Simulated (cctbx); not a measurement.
## Solving a structure by charge flipping

Cell a = 6.2080 Å, b = 6.2080 Å, c = 12.1680 Å, α = 90.00°, β = 90.00°, γ = 120.00°; space group P6/mmm (no. 191); content Tb3 Cd11 Al4.

Simulated single-crystal data (cctbx): synchrotron X-rays, λ = 0.7749 Å, to d = 0.65 Å, 50 % of the full sphere, strongest reflection 70000 counts, noise from counting, a 6 % proportional error and a noise floor of 8 counts (s.d.); no absorption, and some extinction, which the refinements don't model.

Charge flipping in P1 on normalised amplitudes to 0.9 Å, δ = 1.2 σ, 10 % of the reflections treated as weak, 600 cycles:

```text
cycle      R  skewness
    0  0.612     0.37
   50  0.436     2.57
  100  0.459     2.58
  150  0.459     2.36
  200  0.454     2.60
  250  0.469     2.54
  300  0.441     2.42
  350  0.440     2.39
  400  0.445     2.49
  450  0.454     2.60
  500  0.445     2.41
  550  0.452     2.44
origin shift          correlation  skewness
 0.142  0.860  0.057      0.978      6.14
 0.146  0.853  0.210      0.975      6.15
 0.142  0.860  0.557      0.978      6.14
 0.803  0.213  0.045      0.862      4.15
taken: symmetry correlation 0.975, skewness 6.15
peak      x       y       z  mult  height/sigma
Q1    0.0000  0.0000  0.5000    1     17.9
Q2    0.0000  0.0000  0.1615    2     14.6
Q3    0.0000  0.5000  0.0000    3     11.9
Q4    0.3333  0.6667  0.5000    2     10.6
Q5    0.0000  0.5000  0.2990    6      9.9
Q6    0.3333  0.6667  0.1519    4      2.1
Q7    0.0000  0.0000  0.3783    2      1.4
Q8    0.3333  0.6667  0.0000    2      1.1
Q9    0.0000  0.0000  0.2951    2      1.1
Q10   0.0000  0.5000  0.5000    3      1.0
Q11   0.1060  0.5530  0.1717   12      0.9
```

The origin is taken among those within 0.04 of the best correlation, by the skewness of the map.

It took 0.75 s on 1 thread of Arm Neoverse V2, on a shared host, peak memory 0.07 GiB.

**Question.** Which peaks are atoms, and which elements?

Heights go roughly as Z and multiplicities must add up to the content. First model: Q1 = Tb1 (1 in the cell, height 17.9), Q2 = Tb2 (2 in the cell, height 14.6), Q3 = Cd1 (3 in the cell, height 11.9), Q4 = Cd2 (2 in the cell, height 10.6), Q5 = Cd3 (6 in the cell, height 9.9) and Q6 = Al1 (4 in the cell, height 2.1). Against the true structure, Q1 is Tb, Q2 is Tb, Q3 is Cd, Q4 is Cd, Q5 is Cd and Q6 is Al; the other peaks are not atoms.

Least squares on F², isotropic:

```text
Rint 0.048, 372 unique reflections to 0.65 A
cycle     R1     wR2    GooF  max shift (A)
   1  0.1717  0.3837  13.298   0.03705
   2  0.0208  0.0770   2.669   0.00000
final R1 0.0208 wR2 0.0770 GooF 2.669  parameters 9  data/parameter 41.3
atom        x        y        z      Ueq    occ   su(xyz)  su(Uiso or U11)
Tb1    0.00000  0.00000  0.50000   0.0051  1.000  0.00000  0.0002
Tb2    0.00000  0.00000  0.16061   0.0067  1.000  0.00005  0.0002
Cd1    0.00000  0.50000  0.00000   0.0051  1.000  0.00000  0.0002
Cd2    0.33333  0.66667  0.50000   0.0068  1.000  0.00000  0.0002
Cd3    0.00000  0.50000  0.29671   0.0080  1.000  0.00005  0.0002
Al1    0.33333  0.66667  0.14885   0.0094  1.000  0.00031  0.0006
difference map: max 4.88 min -4.25 rms 0.40
Q1    0.0000  0.4298  0.2952   12    4.95  0.44 A from Cd3
Q2    0.3333  0.6667  0.0421    4    1.34  1.30 A from Al1
Q3    0.0954  0.5477  0.2282   12    1.34  0.98 A from Cd3
Q4    0.0000  0.2471  0.0000    6    1.13  1.57 A from Cd1
Q5    0.0000  0.0000  0.2427    2    1.05  1.00 A from Tb2
```

Anisotropic refinement:

```text
Rint 0.048, 372 unique reflections to 0.65 A
cycle     R1     wR2    GooF  max shift (A)
   1  0.0209  0.0771   2.701   0.00271
   2  0.0119  0.0254   0.892   0.00000
final R1 0.0119 wR2 0.0254 GooF 0.892  parameters 17  data/parameter 21.9
atom        x        y        z      Ueq    occ   su(xyz)  su(Uiso or U11)
Tb1    0.00000  0.00000  0.50000   0.0051  1.000  0.00000  0.0001
Tb2    0.00000  0.00000  0.16058   0.0065  1.000  0.00002  0.0001
Cd1    0.00000  0.50000  0.00000   0.0050  1.000  0.00000  0.0001
Cd2    0.33333  0.66667  0.50000   0.0065  1.000  0.00000  0.0001
Cd3    0.00000  0.50000  0.29671   0.0080  1.000  0.00002  0.0001
Al1    0.33333  0.66667  0.14863   0.0085  1.000  0.00010  0.0003
difference map: max 0.88 min -1.93 rms 0.25
Q1    0.0000  0.2499  0.0000    6    0.88  1.55 A from Cd1
Q2    0.0000  0.1539  0.3434   12    0.80  2.13 A from Tb1
Q3    0.0000  0.3464  0.0450   12    0.76  1.10 A from Cd1
Q4    0.3333  0.6667  0.3016    4    0.71  1.79 A from Cd3
Q5    0.3333  0.6667  0.0409    4    0.68  1.31 A from Al1
Q6    0.1809  0.5207  0.3484   24    0.67  1.24 A from Cd3
```

**Reading.** The refinement ends at R1 = 0.0119, wR2 = 0.0254, GooF = 0.89, with difference density between -1.93 and 0.88 e/Å³. Every site matches the true model in element, within 0.001 Å r.m.s., up to an allowed shift of origin.

True model:

```csv
atom,mult.,x,y,z,Ueq (Å²)
Tb1,2,0,0,0.3394,0.0065
Tb2,1,0,0,0,0.0052
Cd1,6,0,1/2,0.2033,0.0081
Cd2,3,0,1/2,1/2,0.0051
Cd3,2,1/3,2/3,0,0.0066
Al1,4,2/3,1/3,0.3513,0.0084
```

The model was made for the exercise: a known structure type with other elements put in, its volume estimated, not relaxed; displacement parameters are assumed.

[Middle refinement cycles are left out of these outputs.]

[Logs are printed without paths, hosts, clocks, repeated set-up lines and the standing remarks that a program may print on its own settings, such as how far it seeks lower states.]
